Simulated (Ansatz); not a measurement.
# AlNi (Pm-3m): thermal expansion from first principles, part 3 of 3

Aim: the lattice, expansion, heat capacity and bulk modulus of AlNi as it warms.

What experiment has found for this phase:
- heat capacity C_P per formula unit 45.9 J/mol/K near room temperature (given in “High-Throughput Prediction of Finite-Temperature Properties using the Quasi-Harmonic Approximation”, 2016, arXiv:1603.06924)

Ansatz 0.2.0; DFT PBEsol, scalar-relativistic, plane waves, PAW.

So far, principal linear expansion coefficients at 298 K (× 1e-6/K): step 6 (phonons on strained cells) 12.8. Also isothermal bulk modulus at 298 K (GPa): step 6 163. The relaxed cell has a = 2.862 Å (conventional setting).

The database entry behind the starting cell differs from later determinations by our own check (about 0.2 % short), so it need not match the best structure at ambient conditions.

### 8. The quasi-harmonic study, cutoff 487.2 eV, k-mesh 18×18×18

The study relaxes the crystal at several strains, solves the phonons on some of them and minimises the free energy at each temperature (static energy, vibrations, the electrons in a metal, and PV under a set pressure); the q-mesh sets how far the force constants reach.

The input, input.yaml:

```yaml
crystal:
  lattice:
    - [2.862022471, 0.0, 0.0]
    - [0.0, 2.862022471, 0.0]
    - [0.0, 0.0, 2.862022471]
  atoms:
    - { symbol: Al, position: [0.0, 0.0, 0.0] }
    - { symbol: Ni, position: [0.5, 0.5, 0.5] }
kpoints:
  mp_grid: { grid: [18, 18, 18] }
hamiltonian:
  xc: pbesol
scf:
  occupations: { method: methfessel_paxton, width: 0.2 }
  lower_state_search: "off"
output:
  eigenvalues: true
phonons:
  method: dfpt
  qmesh: [6, 6, 6]
  temperatures: { t_max: 900.0, t_step: 50 }
  thermal_expansion: {}
```

Launch:

```console
$ ansatz run input.yaml --threads 8 --pin off --max-ram 16384MiB --backend cpu --events-out ev --progress --plain --runs-dir out
```

Numbers of over 12 decimals in the logs are rounded to 6 here.

The log of the run:

```text
The last accepted step is kept in <dir> (removed where the run ends without a failure and the disk answers)
Engine: ansatz 0.2.0, aarch64-unknown-linux-gnu
Pseudopotentials: kind: paw
Pseudopotential: Al, paw, valence charge 3, recommended cutoff 420 eV (normal), Al.paw.azcp
Pseudopotential: Ni, paw, valence charge 18, recommended cutoff 420 eV (normal), Ni.paw.azcp
Functional definition: PBEsol
  exchange = pbesol_x
  correlation = pbesol_c
Crystal: 2 atoms, lattice volume = 23.443 Å³
Basis set: ecut = 487.2 eV, 587 PW (Γ), exchange–correlation on 48×48×48 points (8 copies of the dense FFT grid, shifted against one another)
Bands: 15, of which v1, the nominal top of the filled ones, is band 11 counted from 1 (10 counted from 0)
Symmetry: 48 space group operations
Space group: Pm-3m (ITA 221), of the structure as read, at distance tolerance 2.9e-5 Å
k-points: 220 of 5832
Non-local potential: Al, projectors of the file, l = 0: 2, l = 1: 2, l = 2: 1
Non-local potential: Ni, projectors of the file, l = 0: 3, l = 1: 2, l = 2: 3, l = 3: 1
PAW form: soft (Blöchl's): semilocal exchange-correlation on the pseudo side does not see the compensation charge
PAW frozen core: Al, regenerated for the run's functional, and the local potential with it (the file was generated under x = pbe(κ = 0.804, μ = 0.219515), c = pbe(β = 0.066725))
PAW frozen core: Ni, regenerated for the run's functional, and the local potential with it (the file was generated under x = pbe(κ = 0.804, μ = 0.219515), c = pbe(β = 0.066725))
PAW one-centre angular grid: Al, 110 points (default); XC on 64 Gauss nodes
PAW one-centre angular grid: Ni, 590 points (default); XC on 64 Gauss nodes
Initial density: superposition of atomic densities (neutral atoms: chi_scale 0, normalization atom), corrected by the library's trained network
Initial wavefunctions: pseudopotential atomic-orbital guess
Functional: x = pbesol(κ = 0.804, μ = 0.123457), c = pbesol(β = 0.046)
SCF iter   1: F=—  HF=-6330.871692 eV  |F-HF|=—  |Δ(HF+E_count)|=         —  Δρ=1.87e-2  dr2=4.69e-2  ethr=1.77e-3  ⟨swp⟩=4.2  Hψ=14773  notcnv=0
preconditioner: auto → none  [metal: Δε(μ)=0.018 eV  Ē_g=9.745 eV  σ=0.200 eV  W_gap=0.08  n_scr=6 (ndim 8)  ℏωp=27.7 eV  f_vac=0.000  D(μ)=0.79/eV (n_scr^D=6)  sad-step TF]
SCF iter   2: F=—  HF=-6330.865490 eV  |F-HF|=—  |Δ(HF+E_count)|=   6.20e-3  S|Δr|=    0.00e0  Δρ=5.90e-3  dr2=5.33e-3  ethr=2.23e-4  ⟨swp⟩=1.6  Hψ=5252  notcnv=0  defer=9
SCF iter   3: F=—  HF=-6330.864881 eV  |F-HF|=—  |Δ(HF+E_count)|=   6.10e-4  S|Δr|=    0.00e0  Δρ=9.69e-4  dr2=1.56e-4  ethr=2.54e-5  ⟨swp⟩=1.2  Hψ=3341  notcnv=0  defer=16
SCF iter   4: F=—  HF=-6330.864855 eV  |F-HF|=—  |Δ(HF+E_count)|=   2.53e-5  S|Δr|=    0.00e0  Δρ=6.49e-5  dr2=2.53e-7  ethr=7.42e-7  ⟨swp⟩=2.0  Hψ=3884  notcnv=0  defer=16
SCF iter   5: F=—  HF=-6330.864858 eV  |F-HF|=—  |Δ(HF+E_count)|=   2.67e-6  S|Δr|=    0.00e0  Δρ=6.90e-6  dr2=6.29e-9  ethr=1.21e-9  ⟨swp⟩=2.0  Hψ=5391  notcnv=0  defer=16
SCF iter   6: F=—  HF=-6330.864858 eV  |F-HF|=—  |Δ(HF+E_count)|=  5.57e-10  S|Δr|=    0.00e0  Δρ=1.33e-6  dr2=2.70e-10  ethr=2.99e-11  ⟨swp⟩=1.6  Hψ=3639  notcnv=0  defer=16
SCF iter   7: F=-6330.864858 eV  HF=-6330.864858 eV  |F-HF|=2.73e-12  |Δ(HF+E_count)|=  5.00e-11  S|Δr|=    0.00e0  Δρ=5.70e-8  dr2=3.52e-13  ethr=1.00e-12  ⟨swp⟩=6.7  Hψ=15066  notcnv=0
SCF 1 converged in 7 iterations: F = -6330.864858 eV  dr2 = 3.52e-13
[...]
relax step   1: F+E_penalty+E_count = -6330.86485790 eV  Δ(F+E_penalty+E_count) = +0.000e0 eV  max|allowed force component| = 9.203e-30 eV/Å  Δτ_max = 0.0000 Å  (7 SCF iters, accepted)
SCF converged after 7 iterations
Stability not checked: this state was not tested for a lower state beside it, because cold or Methfessel-Paxton smearing, or corrected tetrahedra, fill the levels in a way that the test cannot read (fill_not_monotonic; see scf.lower_state_search)
Free energy (F): -6330.864858 eV
Harris-Foulkes:  -6330.864858 eV  (|F-HF|=2.73e-12)
Internal energy: -6330.865848 eV  (E = F + TS)
E sigma→0 (E₀):  -6330.865105 eV
Entropy (-TS):   0.000990 eV (0.495 meV/atom)
Fermi energy:    14.198930 eV
--- Per-component energies (eV) ---
  E_band       = -331.497895
  E_kinetic    = 312.173415
  E_local      = -4418.925007  (includes V_loc(G=0)·N_el)
  E_nonlocal   = 648.903821
  E_hartree    = 1900.362792
  E_xc         = -125.919075
  E_vxc        = -141.156554  (∫ρ·V_xc dr)
  E_paw        = -2052.972382  (= ΣΔE_a)
  E_vpaw       = -533.219412  (= ΣTr[D̂ρ^β])
  E_aug_tail   = 0.000209  (compensation charges beyond the density's cutoff)
  E_ewald      = -2594.706048
  E_core_change = 0.216428  (= ΣΔE_core)
  E_smearing   = 0.000990  (= −TS)
  E_closure    = -0.000000  (closes the sum)
  Σ components = -6330.864858   (vs F -6330.864858, Δ=0.00e0)
--- Forces (eV/Å), atoms counted from 1 ---
  atom   1  Al    -0.00000000     0.00000000    -0.00000000
  atom   2  Ni     0.00000000     0.00000000    -0.00000000
  max |Σ_I F_I| component: 1.53e-29 eV/Å
--- Stress (GPa, compression-positive) ---
        0.017962       0.000000       0.000000
        0.000000       0.017962       0.000000
        0.000000       0.000000       0.017962
  P = ⅓ Tr σ = 0.0180 GPa (0.180 kbar)
--- Band table (eV; the first three rows and the last of 220) ---
  k-point 0: bands = [... 7 lower, 12.6226, 12.6226, 12.6226, 19.7467, 19.7467, 19.7467, 22.3717, 22.3717]
  k-point 1: bands = [... 7 lower, 12.5966, 12.5966, 12.6254, 19.0890, 19.8233, 19.8233, 22.3737, 22.9737]
  k-point 2: bands = [... 7 lower, 12.5235, 12.5235, 12.6334, 17.8756, 20.0482, 20.0482, 22.3796, 23.9979]
  k-point 219: bands = [... 7 lower, 13.1999, 13.1999, 16.1225, 16.1225, 16.1225, 18.0748, 18.7618, 18.7618]
── thermal expansion: 3 new cells, 3 in all ──
thermal expansion: relaxation of cell 2
thermal expansion: relaxation of cell 3
── thermal expansion: 2 new cells, 5 in all ──
thermal expansion: relaxation of cell 4
thermal expansion: electrons of cell 4
thermal expansion: phonons of cell 4
```

Run time: 13 min. Hardware: 8 threads of Arm Neoverse V2, shared host; peak memory 5.9 GiB.

The run was cut off at its time limit.

### 9. Results

* settings of these figures: PBEsol, 550 eV, k 16×16×16, q 4×4×4
* volume expansion coefficient at 298 K: 38.37 1e-6/K
* C_P at 298 K: 23.12 J/mol-atom/K
* entropy at 298 K: 26.57 J/mol-atom/K
* isothermal bulk modulus at 298 K: 162.5 GPa
* Grüneisen parameter at 298 K: 1.973
* volume at 298 K: 11.88 Å³/atom
* principal linear expansion coefficients at 298 K: 12.79, 12.79, 12.79 1e-6/K

**Reading.** Near room temperature AlNi expands by 38.4 × 10⁻⁶/K in volume by PBEsol, with C_P = 23.1 J/(mol K) per mole of atoms and B_T = 163 GPa. C_P at room temperature is 93 % of the classical 3R an atom; C_V is 91 %, and the rest is expansion work. In this metal the study includes the electrons' free energy, which adds a term that grows with temperature, so the heat capacities need not level off at 3R. The log notes that a few bands missed the eigensolver's threshold in the phonon runs. A measured heat capacity per formula unit near room temperature is 45.9 J/mol/K (arXiv:1603.06924); the calculated 46.2 J/mol/K differs by +1 %. The PAW files were made for PBE and are used here under another functional, for which the program regenerates the frozen cores. The run has no spin polarisation although the cell holds an element with an open d or f shell; a magnetic state could change the volume and the force constants.

[Logs are printed without paths, hosts, clocks, repeated set-up lines and the standing remarks that a program may print on its own settings, such as how far it seeks lower states.]

[Hosts, paths, dates, database ids (printed as entryN), source tags and the programs' standing remarks are cut or masked in the printed files.]

[A step with changed settings may run another functional than the one named; its input shows which.]
